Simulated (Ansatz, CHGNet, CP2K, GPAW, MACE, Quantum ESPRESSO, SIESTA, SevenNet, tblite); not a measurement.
# Codes compared on Ti3C2O2 MXene, 1 layer (61 atoms)

Aim: run Ti3C2O2 MXene, 1 layer (61 atoms) in several programs and set results and cost side by side. A plane-wave run serves as the reference.

Program: Quantum ESPRESSO 7.5. Level of theory: Kohn-Sham DFT, PBE, SSSP efficiency 1.3.0 pseudopotentials, plane waves. Results are calculated unless marked as measured.

### 1. Set-up

The cell holds 61 atoms: 25 Ti, 18 C and 18 O. Its edges and angles: a = 9.120 Å, b = 9.120 Å, c = 20.900 Å, α = 90.0°, β = 90.0°, γ = 120.0°. It derives from Ti3C2O2 (Ti3C2O2 MXene). 1 layer of Ti3C2O2 MXene (a = 3.04 Å), 3 x 3 cells; 14 Å of vacuum; 2 Ti removed at random; every coordinate displaced by a Gaussian of 0.03 Å. Then every atom was moved at random, 0.03 Å r.m.s. a Cartesian component. Vacuum lies along c.

### 2. Reference: Quantum ESPRESSO, plane waves

pw.in

```
&control
  calculation = 'scf'
  pseudo_dir = './pseudo'
  outdir = './tmp'
  disk_io = 'none'
  tprnfor = .true.
/
&system
  ibrav = 0
  nat = 61
  ntyp = 3
  ecutwfc = 60
  ecutrho = 480
  nosym = .true.
  occupations = 'smearing'
  smearing = 'fd'
  degauss = 0.003675
/
&electrons
  conv_thr = 3.0e-07
  electron_maxstep = 100
  mixing_beta = 0.2
  mixing_mode = 'local-TF'
  diagonalization = 'david'
/
ATOMIC_SPECIES
Ti 47.867 Ti.upf
C 12.011 C.upf
O 15.999 O.upf
CELL_PARAMETERS angstrom
9.12000 0.00000 0.00000
-4.56000 7.89815 0.00000
0.00000 0.00000 20.90000
ATOMIC_POSITIONS crystal
Ti 0.99345 0.99194 0.50112
C 0.10953 0.21856 0.56017
C 0.22485 0.11713 0.43732
Ti 0.11343 0.21919 0.37722
O 0.99888 0.99751 0.66550
O 0.00142 0.99794 0.33841
Ti 0.99994 0.32892 0.49709
C 0.10852 0.54367 0.55982
C 0.22817 0.45133 0.44107
Ti 0.21805 0.44315 0.62349
Ti 0.11215 0.55080 0.37942
O 0.99150 0.32865 0.66414
[... 45 atom lines left out ...]
Ti 0.89098 0.77774 0.62055
Ti 0.77080 0.88409 0.37974
O 0.66801 0.66333 0.66345
O 0.66296 0.66511 0.33422
K_POINTS gamma
```

Command:

```bash
$ OMP_NUM_THREADS=1 mpirun -np 4 pw.x -in pw.in > output.txt
```

The log of the run:

```text
Program PWSCF
     gamma-point specific algorithms are used
     one sub-group per band group will be used
     scalapack distributed-memory algorithm (size of sub-group:  2*  2 procs)
     Parallelization info
     sticks:   dense  smooth     PW     G-vecs:    dense   smooth      PW
     Min        2454    1231    307               450977   159529   19943
     Max        2455    1232    310               450986   159536   19958
     Sum        9817    4927   1237              1803923   638133   79813
     bravais-lattice index     =            0
     lattice parameter (alat)  =      17.2343  a.u.
     unit-cell volume          =   10159.2840 (a.u.)^3
     number of atoms/cell      =           61
     number of atomic types    =            3
     number of electrons       =       480.00
[... lines left out ...]
     scf convergence threshold =      3.0E-07
[... lines left out ...]
     number of k points=     1  Fermi-Dirac smearing, width (Ry)=  0.0037
[... lines left out ...]
     total energy              =   -4069.68704712 Ry
[... lines left out ...]
     total energy              =   -4069.01412670 Ry
[... lines left out ...]
     total energy              =   -4067.30730355 Ry
[... lines left out ...]
     c_bands:  3 eigenvalues not converged
[... lines left out ...]
     total energy              =   -4066.74295734 Ry
[... lines left out ...]
     total energy              =   -4066.74295751 Ry
     estimated scf accuracy    <       0.00000051 Ry
     iteration # 31     ecut=    60.00 Ry     beta= 0.20
     negative rho (up, down):  2.853E-02 0.000E+00
     End of self-consistent calculation
          k = 0.0000 0.0000 0.0000 ( 39907 PWs)   bands (ev):
   -56.2521 -56.1566 -56.1008 -55.9928 -55.9379 -55.8761 -55.8107 -55.8093
   -55.7511 -55.7487 -55.7322 -55.7167 -55.6639 -55.6482 -55.5676 -55.5010
   -55.3000 -55.2325 -55.2160 -55.1914 -55.1810 -55.1552 -55.0498 -55.0149
[...]
3.6761   3.7099   3.7487   3.7557   3.7884   3.8383   3.8502   3.8610
     3.8976   3.9355   3.9967   4.0516   4.0836   4.0914   4.1274   4.1656
     the Fermi energy is     1.0858 ev
!    total energy              =   -4066.74295721 Ry
     estimated scf accuracy    <       0.00000020 Ry
     smearing contrib. (-TS)   =      -0.01528250 Ry
     internal energy E=F+TS    =   -4066.72767471 Ry
     The total energy is F=E-TS. E is the sum of the following terms:
     one-electron contribution =  -28335.19586616 Ry
     hartree contribution      =   14214.74316613 Ry
     xc contribution           =    -667.06135909 Ry
     ewald contribution        =   11003.38516788 Ry
     one-center paw contrib.   =    -282.59878347 Ry
     convergence has been achieved in  31 iterations
     negative rho (up, down):  2.853E-02 0.000E+00
     Forces acting on atoms (cartesian axes, Ry/au):
     atom    1 type  1   force =     0.02941088    0.05213203    0.00617029
     atom    2 type  2   force =    -0.02273162    0.02189932   -0.04750674
     atom    3 type  2   force =     0.00152303   -0.03286582    0.08483342
[...]
atom   60 type  3   force =    -0.01979562    0.02493504   -0.01382151
     atom   61 type  3   force =     0.07254795    0.04225181    0.06746747
     Total force =     0.653180     Total SCF correction =     0.002168
     Message from routine punch:
     Nothing written, as per user request (disk_io='none')
```

Wall time 7.5 min (4 MPI ranks of Arm Neoverse V1, shared host); peak memory 4.8 GiB.

Banners, paths, timers and routine set-up lines are dropped from the logs unmarked, and long logs keep their key lines alone; longer cuts are marked.

Numbers from this run:

| Property | Result |
| --- | --- |
| r.m.s. force component | 1.241 eV/Å |
| longest force | 4.003 eV/Å |

### 3. Local order

Normalised to the volume that the atoms fill. Pair distribution functions g(r), in bins of 0.2 Å:

```
r (Å)  total  Ti-Ti   Ti-C  Ti-O    C-C   C-O   O-O
 1.80   0.16   0.00   0.00  0.65   0.00  0.00  0.00
 2.00   1.81   0.00   1.06  6.43   0.00  0.00  0.00
 2.20   2.73   0.00  11.26  0.00   0.00  0.00  0.00
 2.40   0.00   0.00   0.00  0.00   0.00  0.00  0.00
 2.60   0.08   0.00   0.00  0.00   0.00  0.44  0.00
 2.80   0.91   0.00   0.00  0.00   0.38  5.04  0.00
 3.00   2.98   7.75   0.00  0.00  10.99  0.00  8.29
 3.20   0.71   2.50   0.00  0.00   2.40  0.00  0.96
 3.40   0.20   0.00   0.00  0.82   0.00  0.00  0.00
 3.60   0.75   0.00   1.06  2.04   0.00  0.00  0.00
 3.80   0.91   0.00   3.69  0.08   0.00  0.00  0.00
 4.00   0.16   0.00   0.04  0.00   0.00  0.86  0.00
 4.20   0.39   0.27   0.00  0.00   0.70  1.65  0.00
 4.40   0.47   1.82   0.00  0.09   1.59  0.00  0.00
 4.60   0.85   0.00   0.10  3.42   0.00  0.00  0.00
 4.80   1.98   0.00   6.30  1.87   0.00  0.00  0.00
 5.00   0.72   0.00   0.91  0.00   0.00  2.84  0.00
 5.20   1.46   3.15   0.00  0.00   3.97  2.11  2.41
 5.40   0.63   2.29   0.00  0.00   2.16  0.00  0.67
 5.60   0.00   0.00   0.00  0.00   0.00  0.00  0.00
 5.80   0.17   0.00   0.00  0.00   0.00  0.98  0.00
 6.00   0.50   1.03   0.00  0.00   1.65  0.27  1.60
 6.20   0.68   0.97   0.01  1.61   0.67  0.00  0.71
 6.40   1.18   0.00   2.88  1.96   0.00  0.06  0.00
 6.60   0.81   0.02   1.18  0.03   0.07  2.91  0.00
 6.80   0.72   2.00   0.00  0.24   1.60  0.91  0.27
 7.00   0.65   0.39   0.38  1.98   0.17  0.00  0.03
 7.20   0.51   0.00   1.83  0.16   0.00  0.18  0.00
```

Bonds by pair of elements; cutoffs follow the first minimum of g(r), held within bounds set by covalent radii, and pairs that aren't listed don't count as bonded:

| pair A-B | cutoff (Å) | bonds | mean length (Å) | spread (Å) | shortest (Å) | B about A | A about B |
| --- | --- | --- | --- | --- | --- | --- | --- |
| Ti-C | 2.64 | 102 | 2.17 | 0.05 | 2.04 | 4.08 | 5.67 |
| Ti-O | 2.64 | 48 | 1.97 | 0.044 | 1.89 | 1.92 | 2.67 |

How many atoms have how many bonded neighbours:

```
element  mean  2   3  5   6
      C  5.67  0   0  6  12
      O  2.67  6  12  0   0
     Ti     6  0   0  0  25
```

### 4. The other programs

The programs:
- CHGNet: machine-learned potential, published weights.
- CP2K 2026.2: Gaussian basis with GTH pseudopotentials and a plane-wave density; labels give functional, basis (MOLOPT sets; SR short-range, UZH the newer set with its own potentials), grid cutoff/relative cutoff and solver (OT: orbital transformation; TRS4, TC2, SIGN: linear-scaling purification with its sparsity filter), or its built-in tight binding.
- GPAW 26.7.0: PAW with atomic orbitals (LCAO), plane waves or a real-space grid of spacing h.
- MACE: machine-learned potential, published weights.
- SIESTA 5.4.2: numerical atomic orbitals, whose automatically made sets are far from complete, with PseudoDojo norm-conserving potentials that we converted to its format (checked against plane waves on the same files for H, C, O, Si, Ge and Ca alone); labels give functional, basis size, energy shift and mesh cutoff.
- SevenNet: machine-learned potential, published weights.
- tblite 0.8.0: extended tight binding, driven from Python.

All use the same cell and atoms; the electronic-structure runs use the same k-mesh, and an electronic temperature of 580 K (0.05 eV) where levels are smeared.

Differences are against the plane-wave reference, forces as r.m.s. over components; share is that over the reference's r.m.s. force, slope the least-squares factor from reference forces to these. Total energies of different programs have different zeros and aren't compared.

```csv
run,"Δ force, r.m.s. (meV/Å)",share (%),slope,cores,CPU time,memory (GiB)
reference,-,-,-,4,30 min,4.8
CHGNet 0.3.0 potential,497,40.1,0.806,1,4.3 s,0.96
"CP2K LDA, DZVP-MOLOPT-SR, 800/50 Ry, diagonalisation",219,17.6,1.035,4,11 min,8.7
"CP2K PBE, DZVP-MOLOPT-SR, 400/50 Ry, diagonalisation (coarse)",44.7,3.60,1.006,2,11 min,3.1
"CP2K PBE, DZVP-MOLOPT-SR, 800/50 Ry, diagonalisation",25.3,2.04,1.004,4,14 min,9.0
"CP2K PBE, DZVP-MOLOPT-SR, 800/70 Ry, diagonalisation",25.3,2.04,1.004,4,19 min,9.0
"CP2K PBE, SZV-MOLOPT-SR, 800/50 Ry, diagonalisation (coarse)",279,22.5,0.966,2,7.9 min,7.2
"CP2K PBE, TZVP-MOLOPT (SR for Ti), 800/50 Ry, diagonalisation",21.4,1.72,0.994,4,28 min,9.9
"CP2K RPBE, PBE potentials, DZVP-MOLOPT-SR, 800/50 Ry, diagonalisation",75.5,6.08,0.997,4,14 min,9.0
"GPAW PBE, LCAO dzp, h 0.22 Å (coarse)",172,13.9,0.947,1,6.5 min,1
MACE MP-0b2 small potential,558,44.9,0.726,1,7 s,0.67
"SIESTA PBE, DZP, shift 0.002 Ry, mesh 500 Ry",121,9.72,0.960,2,19 min,2.4
"SIESTA PBE, DZP, shift 0.01 Ry, mesh 100 Ry (coarse)",84.2,6.78,0.998,1,69 s,0.42
"SIESTA PBE, DZP, shift 0.01 Ry, mesh 500 Ry",58.2,4.69,0.988,2,7.6 min,1.7
"SIESTA PBE, SZ, shift 0.01 Ry, mesh 500 Ry (coarse)",295,23.8,1.067,1,2.3 min,0.86
"SIESTA PBE, TZP, shift 0.01 Ry, mesh 500 Ry",28.7,2.31,0.997,2,10 min,2.0
SevenNet 0 potential,592,47.7,0.748,1,8.4 s,0.83
tblite GFN1-xTB,449,36.1,0.789,1,3 s,0.13
```

Rows marked coarse were listed beforehand as settings not expected to be converged; some can still land near the reference.

Times of the machine-learned potentials are mostly Python's start and the loading of weights.

CPU time is summed over cores on a shared host, where runs went side by side, so it is rough. Symmetry, cutoffs, thresholds, outputs and thread counts weren't matched or tuned between programs; memory under MPI is the largest rank's times the ranks.

Runs without a result: GPAW PBE, LCAO dzp, h 0.18 Å (cut off at its time limit of 9.1 min); CP2K GFN1-xTB, diagonalisation (not converged); GPAW revPBE, LCAO dzp, h 0.18 Å (cut off at its time limit of 9.1 min); GPAW PBE, LCAO szp(dzp), h 0.18 Å (cut off at its time limit of 5.7 min).

Mean charges by element (e), by run and scheme:

| run | scheme | Ti | C | O |
| --- | --- | --- | --- | --- |
| CP2K LDA, DZVP-MOLOPT-SR, 800/50 Ry, diagonalisation | Mulliken | +0.38 | -0.09 | -0.43 |
| CP2K LDA, DZVP-MOLOPT-SR, 800/50 Ry, diagonalisation | Hirshfeld | +0.35 | -0.25 | -0.23 |
| CP2K PBE, DZVP-MOLOPT-SR, 800/50 Ry, diagonalisation | Mulliken | +0.48 | -0.18 | -0.49 |
| CP2K PBE, DZVP-MOLOPT-SR, 800/50 Ry, diagonalisation | Hirshfeld | +0.37 | -0.27 | -0.24 |
| CP2K PBE, DZVP-MOLOPT-SR, 800/70 Ry, diagonalisation | Mulliken | +0.48 | -0.18 | -0.49 |
| CP2K PBE, DZVP-MOLOPT-SR, 800/70 Ry, diagonalisation | Hirshfeld | +0.37 | -0.27 | -0.24 |
| CP2K PBE, TZVP-MOLOPT (SR for Ti), 800/50 Ry, diagonalisation | Mulliken | +0.38 | -0.29 | -0.23 |
| CP2K PBE, TZVP-MOLOPT (SR for Ti), 800/50 Ry, diagonalisation | Hirshfeld | +0.37 | -0.27 | -0.24 |
| CP2K RPBE, PBE potentials, DZVP-MOLOPT-SR, 800/50 Ry, diagonalisation | Mulliken | +0.53 | -0.22 | -0.52 |
| CP2K RPBE, PBE potentials, DZVP-MOLOPT-SR, 800/50 Ry, diagonalisation | Hirshfeld | +0.38 | -0.28 | -0.25 |
| SIESTA PBE, DZP, shift 0.002 Ry, mesh 500 Ry | Hirshfeld | +0.36 | -0.28 | -0.23 |
| SIESTA PBE, DZP, shift 0.01 Ry, mesh 500 Ry | Hirshfeld | +0.34 | -0.26 | -0.21 |
| SIESTA PBE, TZP, shift 0.01 Ry, mesh 500 Ry | Hirshfeld | +0.34 | -0.26 | -0.22 |
| tblite GFN1-xTB | Mulliken | +0.48 | -0.20 | -0.46 |

Within one program, basis, potentials and functional, energies share a zero. Each run against its twin at the usual cutoff or grid and solver:

| run | twin | Δ energy (meV/atom) | Δ force, r.m.s. (meV/Å) | CPU time over the twin's |
| --- | --- | --- | --- | --- |
| CP2K PBE, DZVP-MOLOPT-SR, 400/50 Ry, diagonalisation | DZVP-MOLOPT-SR, 800/50 Ry, diagonalisation | -0.0633 | 36.4 | 0.73 (this twin ran on 4 cores) |
| CP2K PBE, DZVP-MOLOPT-SR, 800/70 Ry, diagonalisation | DZVP-MOLOPT-SR, 800/50 Ry, diagonalisation | -3.0e-4 | 0.043 | 1.3 |
| SIESTA PBE, DZP, shift 0.01 Ry, mesh 100 Ry | DZP, shift 0.01 Ry, mesh 500 Ry | -13.3 | 60.6 | 0.15 (this twin ran on 2 cores) |

### 5. Outcome

```
reference r.m.s. force component                       : 1.24 eV/Å
nearest in forces                                      : CP2K PBE, TZVP-MOLOPT (SR for Ti), 800/50 Ry, diagonalisation, 1.7 %
farthest in forces                                     : SevenNet 0 potential, 48 %
cheapest electronic-structure run beside the reference : tblite GFN1-xTB, 3 s of CPU time
```

In words: The PBE runs in local orbitals, coarse settings apart, differ by 1.7 % (CP2K PBE, TZVP-MOLOPT (SR for Ti), 800/50 Ry, diagonalisation) to 9.7 % (SIESTA PBE, DZP, shift 0.002 Ry, mesh 500 Ry); basis, grid and potentials can all enter. Tight binding differs by 36 % (tblite GFN1-xTB); it is another model, with fitted parameters of its own, and the xTB methods hold dispersion. Machine-learned potentials differ by 40 % (CHGNet 0.3.0 potential) to 48 % (SevenNet 0 potential); they were trained on other programs' data. Among those trained on PBE data the slope goes as low as 0.73, with a correlation of 0.90, so directions differ as well as sizes. Rows with another functional or a dispersion term differ by 6.1 % (CP2K RPBE, PBE potentials, DZVP-MOLOPT-SR, 800/50 Ry, diagonalisation) to 18 % (CP2K LDA, DZVP-MOLOPT-SR, 800/50 Ry, diagonalisation), which mixes the change of model with differences of basis and potentials, some of them made for another functional. Runs with settings chosen to be coarse differ by 3.6 % (CP2K PBE, DZVP-MOLOPT-SR, 400/50 Ry, diagonalisation) to 24 % (SIESTA PBE, SZ, shift 0.01 Ry, mesh 500 Ry), their programs' other errors included. Of the electronic-structure runs that take under half the reference's CPU time, CP2K PBE, DZVP-MOLOPT-SR, 800/50 Ry, diagonalisation comes nearest, at 2.0 % in 14 min against 30 min. Charges hang on model, scheme and program or settings: among these rows the mean for O runs from -0.52 to -0.21 e. In the reference: levels near the Fermi energy are neither full nor empty under the smearing, so no gap is quoted. In the reference: for some of the pairs, g(r) has its first main peak near 3.06 Å (Ti-Ti), 2.17 Å (Ti-C), 1.96 Å (Ti-O), 3.05 Å (C-C), 2.79 Å (C-O) and 3.04 Å (O-O). Periodic xTB results under one method name differ between programs and library versions. Machine-learned potentials mimic data converged in k, so the reference's own k-point error enters their differences. The runs have no spin polarisation, so any moments at edges, vacancies or dangling bonds can't form. The electronic-structure runs sample only Γ, in a cell whose shortest periodic width is 8 Å, which is coarse for a cell with partly filled levels.

[Also dropped from logs without a mark: logging warnings of Python, and SIESTA's first energy breakdown and zero terms.]

[Logs are printed without paths, hosts, clocks, repeated set-up lines and the standing remarks that a program may print on its own settings, such as how far it seeks lower states.]

[Hosts, paths, dates, database ids (printed as entryN), source tags and the programs' standing remarks are cut or masked in the printed files.]
